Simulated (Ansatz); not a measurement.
# A convergence test on KF (Carobbiite): k mesh of the density

How far can the k mesh of the density be lowered for the gap of KF (Carobbiite)?

Method: DFT, PBE, plane waves, PAW; PAW set soft_1, in Ansatz 0.2.0.

## 1. Set-up

The structure is cubic, space group Fm-3m (No. 225). Conventional cell: a = 5.344 Å, b = 5.344 Å, c = 5.344 Å, α = 90.00°, β = 90.00°, γ = 90.00°. K has 6 F at 2.67 Å nearest. Nearest to F lie 6 K at 2.67 Å. Farther neighbours and most contacts between anions are not listed.

The cell and positions come from the Crystallography Open Database and are kept as given unless a step says otherwise.

## 2. k mesh of the density: 2×2×2

File input.yaml:

```yaml
crystal:
  lattice:
    - [0.0, 2.67185, 2.67185]
    - [2.67185, 0.0, 2.67185]
    - [2.67185, 2.67185, 0.0]
  atoms:
    - { symbol: K, position: [0.0, 0.0, 0.0] }
    - { symbol: F, position: [0.5, 0.5, 0.5] }
kpoints:
  mp_grid: { grid: [2, 2, 2] }
  band_path:
    path:
      - [0.0, 0.0, 0.0]
      - [0.5, 0.0, 0.5]
      - [0.625, 0.25, 0.625]
      - [0.375, 0.375, 0.75]
      - [0.5, 0.5, 0.5]
      - [0.5, 0.25, 0.75]
    npoints: 1
hamiltonian:
  xc: pbe
  pseudopotentials: { kind: paw, azcp: { folder: soft_1 } }
scf:
  occupations: { method: fixed }
  n_extra_bands: 4
output:
  eigenvalues: true
```

Command:

```
$ ansatz run input.yaml --threads 24 --pin off --max-ram 82944MiB --backend cuda --events-out ev --progress --plain --runs-dir out --devices 1 --max-vram 78GiB
```

Numbers of over 12 decimals in the logs are rounded to 6 here.

Log:

```text
scf.n_extra_bands = 4 over 8 filled bands (N_el = 16.0): the run solves 12 bands
GPUs: using 1 of 1 available (devices: 1).
Engine: ansatz 0.2.0, aarch64-unknown-linux-gnu
Pseudopotentials: kind: paw
Pseudopotential: K, paw, valence charge 9, recommended cutoff 420 eV (normal), soft_1/K.paw.azcp
Pseudopotential: F, paw, valence charge 7, recommended cutoff 420 eV (normal), soft_1/F.paw.azcp
Functional definition: PBE
  parameter kappa = 0.804
  parameter beta = 0.066725
  exchange = pbe_x(kappa = kappa, mu = beta*pi^2/3)
  correlation = pbe_c(beta = beta)
device memory: the entry about to start is reckoned to put 1.2 GiB on a device that reports 179.7 GiB free (of which the cap on the GPU budget leaves the run 78.0 GiB)
GPU FFT provider: cuFFT
GPU libraries: cuBLAS 13.8.1, cuFFT 12.4.0, cuSOLVER 12.3.2
GPU matrix products: emulated (plane waves: as basis.precision tells), large ones in fixed point in workspaces of 1.00 GiB
Crystal: 2 atoms, lattice volume = 38.148 Å³
Basis set: ecut = 420 eV, 725 PW (Γ)
Bands: 12, of which v1, the nominal top of the filled ones, is band 8 counted from 1 (7 counted from 0)
Symmetry: 48 space group operations
Space group: Fm-3m (ITA 225), of the structure as read, at distance tolerance 3.4e-5 Å
k-points: 3 of 8
Non-local potential: K, projectors of the file, l = 0: 3, l = 1: 2, l = 2: 2
Non-local potential: F, projectors of the file, l = 0: 2, l = 1: 2, l = 2: 1
PAW form: soft (Blöchl's): semilocal exchange-correlation on the pseudo side does not see the compensation charge
PAW one-centre angular grid: K, 110 points (default); XC on 64 Gauss nodes
PAW one-centre angular grid: F, 110 points (default); XC on 64 Gauss nodes
Initial density: superposition of atomic densities (chi_scale 0.1, normalization cell, long waves kept (reshape's long-wave potential 0.00 eV rms))
Initial wavefunctions: pseudopotential atomic-orbital guess
GPU buffer pool allocated for 19683 grid points (all kernels)
GPU transforms: local potential and band sums: pruned to the plane-wave sphere, on 25×25×25
Functional: x = pbe(κ = 0.804, μ = 0.219515), c = pbe(β = 0.066725)
SCF iter   1: F=—  HF=-2351.704917 eV  |F-HF|=—  |Δ(HF+E_count)|=         —  Δρ=1.87e-1  dr2=1.14e1  ethr=3.10e-3  ⟨swp⟩=4.0  Hψ=191  notcnv=0  defer=4
preconditioner: auto → none  [insulator: Δε(μ)=2.265 eV  Ē_g=16.080 eV  n_scr=14 (ndim 8)  ℏωp=22.5 eV  f_vac=0.000  ε∞_Penn≈3.0]
SCF iter   2: F=—  HF=-2350.323598 eV  |F-HF|=—  |Δ(HF+E_count)|=    1.38e0  Δρ=1.50e-1  dr2=5.27e0  ethr=3.10e-3  ⟨swp⟩=3.7  Hψ=116  notcnv=0  defer=3
SCF iter   3: F=—  HF=-2348.763474 eV  |F-HF|=—  |Δ(HF+E_count)|=    1.56e0  Δρ=2.21e-2  dr2=1.43e-1  ethr=3.10e-3  ⟨swp⟩=2.7  Hψ=70  notcnv=0  defer=3
SCF iter   4: F=—  HF=-2348.778098 eV  |F-HF|=—  |Δ(HF+E_count)|=   1.46e-2  Δρ=8.35e-3  dr2=1.75e-2  ethr=8.93e-4  ⟨swp⟩=2.0  Hψ=89  notcnv=0  defer=4
SCF iter   5: F=—  HF=-2348.779159 eV  |F-HF|=—  |Δ(HF+E_count)|=   1.06e-3  Δρ=1.88e-3  dr2=1.20e-3  ethr=1.09e-4  ⟨swp⟩=2.0  Hψ=74  notcnv=0  defer=4
SCF iter   6: F=—  HF=-2348.779293 eV  |F-HF|=—  |Δ(HF+E_count)|=   1.34e-4  Δρ=6.55e-4  dr2=1.65e-4  ethr=7.48e-6  ⟨swp⟩=2.3  Hψ=54  notcnv=0  defer=4
SCF iter   7: F=—  HF=-2348.779287 eV  |F-HF|=—  |Δ(HF+E_count)|=   6.72e-6  Δρ=1.19e-4  dr2=5.87e-6  ethr=1.03e-6  ⟨swp⟩=2.0  Hψ=53  notcnv=0  defer=3
SCF iter   8: F=—  HF=-2348.779280 eV  |F-HF|=—  |Δ(HF+E_count)|=   6.41e-6  Δρ=1.78e-5  dr2=1.39e-7  ethr=3.67e-8  ⟨swp⟩=2.0  Hψ=49  notcnv=0
SCF iter   9: F=-2348.779280 eV  HF=-2348.779280 eV  |F-HF|=1.05e-9  |Δ(HF+E_count)|=   3.49e-8  Δρ=1.82e-6  dr2=1.23e-9  ethr=6.25e-10  ⟨swp⟩=3.7  Hψ=138  notcnv=0
SCF 1 converged in 9 iterations: F = -2348.779280 eV  dr2 = 1.23e-9
[...]
device memory: the entry about to start is reckoned to put 1.3 GiB on a device that reports 181.8 GiB free (of which the cap on the GPU budget leaves the run 78.0 GiB)
NSCF: frozen V_eff on 6 k-points
SCF converged after 9 iterations
Free energy (F): -2348.779280 eV
Harris-Foulkes:  -2348.779280 eV  (|F-HF|=1.05e-9)
Internal energy: -2348.779280 eV  (E = F + TS)
E sigma→0 (E₀):  -2348.779280 eV
Fermi energy:    1.485833 eV
--- Per-component energies (eV) ---
  E_band       = -125.047425
  E_kinetic    = 454.296701
  E_local      = -1116.794914  (includes V_loc(G=0)·N_el)
  E_nonlocal   = 99.678860
  E_hartree    = 402.927648
  E_xc         = -213.952645
  E_vxc        = -266.094008  (∫ρ·V_xc dr)
  E_paw        = -986.873691  (= ΣΔE_a)
  E_vpaw       = -101.989009  (= ΣTr[D̂ρ^β])
  E_aug_tail   = 0.000700  (compensation charges beyond the density's cutoff)
  E_ewald      = -988.061939
  E_smearing   = -0.000000  (= −TS)
  E_closure    = -0.000000  (closes the sum)
  Σ components = -2348.779280   (vs F -2348.779280, Δ=0.00e0)
--- Band table (eV) ---
  k-point 0: bands = [... 4 lower, -7.9256, 1.4858, 1.4858, 1.4858, 7.6447, 12.1292, 12.1292, 12.1292]
  k-point 1: bands = [... 4 lower, -7.9622, 0.6930, 1.1376, 1.1376, 10.5444, 12.0720, 13.4901, 13.4901]
  k-point 2: bands = [... 4 lower, -8.1358, 1.2739, 1.4291, 1.4291, 9.6738, 11.7673, 13.2769, 14.9509]
```

Wall time 1.4 s (1 × NVIDIA GB200 (shared by 2 runs) with 24 threads of Arm Neoverse V2, shared host); peak memory 0.97 GiB.

The column dr2 measures how far the density is from self-consistency, as an energy; F and HF (Harris–Foulkes) agree once it is small.

Numbers from this step:

| Property | Result |
| --- | --- |
| gap | 6.159 eV |
| valence top at | Γ |
| conduction bottom at | Γ |
| least direct gap | 6.159 eV |

The gap is direct, at Γ.

## 3. k mesh of the density: 4×4×4

Edit input.yaml of step 2 so:

```diff
@@ -9,3 +9,3 @@
 kpoints:
-  mp_grid: { grid: [2, 2, 2] }
+  mp_grid: { grid: [4, 4, 4] }
   band_path:
```

Log:

```text
[...]
GPUs: using 1 of 1 available (devices: 1).
[...]
GPU FFT provider: cuFFT
GPU libraries: cuBLAS 13.8.1, cuFFT 12.4.0, cuSOLVER 12.3.2
[...]
Crystal: 2 atoms, lattice volume = 38.148 Å³
Basis set: ecut = 420 eV, 725 PW (Γ)
Bands: 12, of which v1, the nominal top of the filled ones, is band 8 counted from 1 (7 counted from 0)
Symmetry: 48 space group operations
[...]
Fermi energy:    1.451457 eV
[...]
--- Band table (eV; the first three rows and the last of 8) ---
  k-point 0: bands = [... 4 lower, -7.9215, 1.4515, 1.4515, 1.4515, 7.6335, 12.1282, 12.1282, 12.1282]
  k-point 1: bands = [... 4 lower, -7.9400, 1.0162, 1.2743, 1.2743, 9.1439, 11.5451, 12.8407, 12.8407]
  k-point 2: bands = [... 4 lower, -7.9580, 0.6625, 1.1046, 1.1046, 10.5313, 12.0605, 13.4876, 13.4876]
  k-point 7: bands = [... 4 lower, -8.0089, 1.0483, 1.2891, 1.2891, 11.1901, 11.1901, 12.6424, 14.7920]
[key lines of the parts left out:]
SCF converged after 9 iterations
Free energy (F): -2348.800718 eV
```

Run time: 2.1 s. Hardware: 1 × NVIDIA GB200 (shared by 2 runs) with 24 threads; peak memory 0.95 GiB.

Numbers from this step:

```
gap                  : 6.182 eV
valence top at       : Γ
conduction bottom at : Γ
least direct gap     : 6.182 eV
```

The gap is 6.182 eV, +0.023 eV from the run before at this level.

## 4. k mesh of the density: 8×8×8 (the default)

input.yaml, the sections that differ from step 3:

```yaml
kpoints:
  mp_grid: { grid: [8, 8, 8] }
  band_path:
    path:
      - [[0.0, 0.0, 0.0], [0.5, 0.0, 0.5], [0.625, 0.25, 0.625]]
      - [[0.375, 0.375, 0.75], [0.0, 0.0, 0.0], [0.5, 0.5, 0.5], [0.5, 0.25, 0.75], [0.5, 0.0, 0.5]]
    npoints: 10
scf:
  occupations: { method: fermi_dirac, width: 0.02 }
  n_extra_bands: 4
# crystal, hamiltonian, output: as in step 3
```

Log:

```text
[...]
GPUs: using 1 of 1 available (devices: 1).
[...]
GPU FFT provider: cuFFT
GPU libraries: cuBLAS 13.8.1, cuFFT 12.4.0, cuSOLVER 12.3.2
[...]
Crystal: 2 atoms, lattice volume = 38.148 Å³
Basis set: ecut = 420 eV, 725 PW (Γ)
Bands: 12, of which v1, the nominal top of the filled ones, is band 8 counted from 1 (7 counted from 0)
Symmetry: 48 space group operations
[...]
Fermi energy:    4.569067 eV
[...]
--- Band table (eV; the first three rows and the last of 29) ---
  k-point 0: bands = [... 4 lower, -7.9215, 1.4511, 1.4511, 1.4511, 7.6334, 12.1281, 12.1281, 12.1281]
  k-point 1: bands = [... 4 lower, -7.9270, 1.3116, 1.3984, 1.3984, 8.0657, 11.8832, 12.3336, 12.3336]
  k-point 2: bands = [... 4 lower, -7.9400, 1.0159, 1.2740, 1.2740, 9.1437, 11.5450, 12.8407, 12.8407]
  k-point 28: bands = [... 4 lower, -8.0089, 1.0480, 1.2888, 1.2888, 11.1900, 11.1900, 12.6424, 14.7919]
[key lines of the parts left out:]
SCF converged after 8 iterations
Free energy (F): -2348.800741 eV
```

It took 1.6 s on 1 × NVIDIA GB200 (shared by 2 runs) with 24 threads; peak memory 0.95 GiB; 1.9 s of CPU time.

Numbers from this step:

* gap: 6.182 eV
* valence top at: Γ
* conduction bottom at: Γ
* least direct gap: 6.182 eV

The gap is 6.182 eV, as in the run before at this level.

## 5. k mesh of the density: 12×12×12

input.yaml, the sections that differ from step 4:

```yaml
kpoints:
  mp_grid: { grid: [12, 12, 12] }
  band_path:
    path:
      - [0.0, 0.0, 0.0]
      - [0.5, 0.0, 0.5]
      - [0.625, 0.25, 0.625]
      - [0.375, 0.375, 0.75]
      - [0.5, 0.5, 0.5]
      - [0.5, 0.25, 0.75]
    npoints: 1
scf:
  occupations: { method: fixed }
  n_extra_bands: 4
# crystal, hamiltonian, output: as in step 4
```

Log:

```text
[...]
GPUs: using 1 of 1 available (devices: 1).
[...]
GPU FFT provider: cuFFT
GPU libraries: cuBLAS 13.8.1, cuFFT 12.4.0, cuSOLVER 12.3.2
[...]
Crystal: 2 atoms, lattice volume = 38.148 Å³
Basis set: ecut = 420 eV, 725 PW (Γ)
Bands: 12, of which v1, the nominal top of the filled ones, is band 8 counted from 1 (7 counted from 0)
Symmetry: 48 space group operations
[...]
Fermi energy:    1.451312 eV
[...]
--- Band table (eV; the first three rows and the last of 72) ---
  k-point 0: bands = [... 4 lower, -7.9215, 1.4513, 1.4513, 1.4513, 7.6335, 12.1282, 12.1282, 12.1282]
  k-point 1: bands = [... 4 lower, -7.9240, 1.3860, 1.4270, 1.4270, 7.8306, 12.0067, 12.2215, 12.2215]
  k-point 2: bands = [... 4 lower, -7.9308, 1.2199, 1.3618, 1.3618, 8.3753, 11.7506, 12.4815, 12.4815]
  k-point 71: bands = [... 4 lower, -8.0089, 1.0482, 1.2890, 1.2890, 11.1900, 11.1900, 12.6424, 14.7920]
[key lines of the parts left out:]
SCF converged after 9 iterations
Free energy (F): -2348.800687 eV
```

Run time: 1.6 s. Hardware: 1 × NVIDIA GB200 (shared by 2 runs) with 24 threads; peak memory 0.95 GiB.

Numbers from this step:

* gap: 6.182 eV
* valence top at: Γ
* conduction bottom at: Γ
* least direct gap: 6.182 eV

The gap is 6.182 eV, as in the run before at this level.

## 6. The series

Differences are against the last row; a negative gap means that bands overlap, and a run with a band path holds that path's time. Times are wall times on 1 × NVIDIA GB200 (shared by 2 runs) with 24 threads of Arm Neoverse V2, shared host, good to a factor of about two.

| k mesh of the density | gap (eV) | direct gap (eV) | gap error (eV) | energy error (meV/atom) | irreducible k | time |
| --- | --- | --- | --- | --- | --- | --- |
| 2×2×2 | 6.159 | 6.159 | −0.023 | +10.7 | 3 | 1.4 s |
| 4×4×4 | 6.182 | 6.182 | −0.0001 | +0.0 | 8 | 2.1 s |
| 8×8×8 | 6.182 | 6.182 | +0.0001 | +0.0 | 29 | 1.6 s |
| 12×12×12 | 6.182 | 6.182 | +0.000 | +0.0 | 72 | 1.6 s |

## 7. Results

```yaml
2x2x2: 6.159 eV
4x4x4: 6.182 eV
8x8x8: 6.182 eV
12x12x12: 6.182 eV
```

**Reading.** The gap holds to 0.02 eV from 4×4×4 on. At 2×2×2 the gap is off by −0.023 eV and the energy by +11 meV/atom. The gap is read over the mesh and added points near the edges, so meshes differ mainly through the density and, for a hybrid, the exchange operator.

[Paths, hosts, dates, memory and timing lines, banners, echoed tables and standing remarks are left out of the program output.]

[Logs are printed without paths, hosts, clocks, repeated set-up lines and the standing remarks that a program may print on its own settings, such as how far it seeks lower states.]

[Runs of the session that timed out or met a known fault of the program may be left out.]

[Cells called generated may have been cut or substituted from an entry of the Crystallography Open Database or the Materials Project.]

[Hosts, paths, dates, database ids (printed as entryN), source tags and the programs' standing remarks are cut or masked in the printed files.]
